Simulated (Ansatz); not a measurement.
# Static equation of state of random rock-salt alloy of NbC and TiC (64 atoms)

The cell holds 64 atoms: 28 Nb, 32 C and 4 Ti. Cell: a = 8.974 Å, b = 8.970 Å, c = 8.969 Å, α = 90.0°, β = 90.0°, γ = 89.9°. It derives from NbC and TiC (rock-salt), repeated 2×2×2. The starting structure: Rock-salt NbC, 2 x 2 x 2 conventional cells, 4 of 32 Nb sites given to Ti at random (x = 0.125), lattice by Vegard's rule (a = 4.452 Å); not relaxed, displaced by a Gaussian of 0.02 Å.

Calculated with Ansatz 0.2.0: Kohn-Sham DFT, revPBE, PAW (set soft_1), plane waves; PAW set soft_1; cutoff 420 eV, k-mesh 2×2×2, fermi-dirac smearing of 0.025 eV. Cell and atoms were relaxed first, to V0 = 11.282 Å³ an atom at a residual P0 = 0.021 GPa. The cell was then scaled evenly, and the atoms were relaxed at each volume.

| volume (Å³/atom) | pressure (GPa) |
| --- | --- |
| 10.154 | ? |
| 10.605 | 20.03 |
| 10.943 | 9.249 |
| 11.620 | -7.861 |
| 11.959 | -14.57 |

**Question.** Fit the third-order Birch–Murnaghan equation to the rows given and extrapolate to the withheld row.

**Working.**

Take the Eulerian strain f = ½[(V0/V)^(2/3) − 1] and the normalised pressure F = (P − P0) / [3f(1 + 2f)^(5/2)]. The third-order Birch–Murnaghan equation is then the line F = B0 + (3/2)B0(B′ − 4) f, so u = f and v = F.

```
      u = f  v = F (GPa)
  0.0210562      285.726
  0.0102570      285.040
-0.00975645      282.888
 -0.0190507      281.346
```

With n = 4: mean u = 6.2652e-4, mean v = 283.750, Σ(u − ū)² = 0.0010051, Σ(u − ū)(v − v̄) = 0.10905. Slope b = 0.10905 / 0.0010051 = 108.49; intercept a = v̄ − b ū = 283.68.

So B0 = a = 284 GPa and B′ = 4 + 2b/(3a) = 4.25. At the withheld volume f = 0.03638, F = a + b f = 287.6 GPa, and P = P0 + 3f(1 + 2f)^(5/2) F.

Prediction at 10.154: 37.44 GPa. The run gave 37.29 GPa, so the fit is high by 0.15 GPa (0.41 % of the value).

B′ = 4.3 lies in the range of 3 to 6 that is common for dense crystals. Among the rows given, the largest miss of the fit is at 10.605, by 0.017 GPa (0.032 % of the range of the table).

Limits: Static cells at zero temperature; the cell shape is held. The program notes that the SCF threshold of these relaxations is loose for the stress.

[Long decimals in the printed logs are rounded to 6 places.]

[Logs are printed without paths, hosts, clocks, repeated set-up lines and the standing remarks that a program may print on its own settings, such as how far it seeks lower states.]

[Hosts, paths, dates, database ids (printed as entryN), source tags and the programs' standing remarks are cut or masked in the printed files.]
